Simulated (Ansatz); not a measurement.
# Leakage through hBN between Cu(111) and Cu(111): one more thickness

The current through thinner hBN barriers is known. What leaks through 4 layers at 0.25 V?

Set-up. Ansatz 0.2.0, plane waves with PAW datasets, PBE; a slab with two metal leads whose outer parts are reservoirs, with density and current solved under bias (Landauer, 300 K). The hBN is strained to the lead's lattice, the interfaces are relaxed in a short slab (PBE+D3(BJ)), and bulk layers are laid on.

Results; the value marked ? is to be predicted:

```
layers of hBN  cell length (Å)  drop between the leads' cuts at 0.25 V (V)  current density at 0.25 V (A/m²)
            2            75.04                                       0.247                         1.50×10¹²
            3            78.41                                       0.249                         5.51×10¹⁰
            4            81.72                                       0.249                                 ?
```

Worked fit:

Deep in a barrier the current should fall by a fixed factor for each layer; the steps shown give 27 per layer. A straight line through ln J for 2 and 3 layers has the slope −3.303 per layer, a factor of 27; with about 3.37 Å per layer that is β = 0.98 Å⁻¹. Then J = exp(34.640 − 3.303 × 4). Predicted: 2.03×10⁹ A/m².

What the run gave:

2.73×10⁹ A/m², so the prediction is 26 % too low. From 3 to 4 layers the current falls by 20 per layer, against the fitted 27.

**Limits.** On every other k-point the currents of these runs, at any bias, move by up to 7.6 %. A semilocal functional makes the barrier's gap too small; each thickness has its own relaxed interfaces.

[Logs are printed without paths, hosts, clocks, repeated set-up lines and the standing remarks that a program may print on its own settings, such as how far it seeks lower states.]
